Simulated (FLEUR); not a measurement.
Computed results, one entry a study.

```json
{"subject": "Collinear magnetic orders of MnS with FLEUR", "lattice_ang": [[3.9536, 0.0, 0.0], [-1.9768, 3.4239, 0.0], [0.0, 0.0, 6.3425]], "atoms": [["Mn", 0.3333, 0.6667, 0.9988], ["Mn", 0.6667, 0.3333, 0.4989], ["S", 0.6667, 0.3333, 0.1262], ["S", 0.3333, 0.6667, 0.6261]], "method": "PBEsol with U = 4 eV on Mn d; all-electron FLAPW, Dirac cores, scalar-relativistic bands (and 1 further level or step)", "program": "FLEUR MaX-R8.1", "settings_of_one_run": "kmax 4.36 1/bohr, gmax 13.1 1/bohr, muffin tin radii Mn: 2.64, S: 1.72 bohr, lmax Mn: [10, 8], S: [6, 4], hist occupations, smearing width 0.05 eV, mixer Anderson, mixing 0.05, max iterations 130, stop 0.0001 me/bohr³, collinear spin, 6×6×6 k-mesh, double counting FLL, mesh matched on, starting moments 4.5 -4.5 0 0 μB", "cost": "3 runs, 10 min in all on 4 MPI ranks of Intel Xeon 6975P-C (Granite Rapids), shared host (the runs of this entry)", "notes": "Only 2 starts were tried; other patterns of signs, canted and longer-period orders were not.", "results": {"lowest_state_found": "antiferromagnetic (initial antiferro +-)", "largest_site_spin_moment": "4.60 μB", "next_finished_state": "ferromagnetic, 71.7 meV a seeded atom higher", "hyperfine_field_at_mn1_along_its_moment": "-22.4 T", "orbital_moment_on_the_atom_of_largest_spin_along_its_spin_spin_orbit_run": "6.0e-4 μB"}}
```

[Logs and program files are shortened in this print: banners, set-up blocks, solver, clock and traceback lines can be left out without a mark of their own.]

[Logs are printed without paths, hosts, clocks, repeated set-up lines and the standing remarks that a program may print on its own settings, such as how far it seeks lower states.]

[Hosts, paths, dates, database ids (printed as entryN), source tags and the programs' standing remarks are cut or masked in the printed files.]

[Where a cell is said to come from a database of computed structures, the database is the Materials Project.]
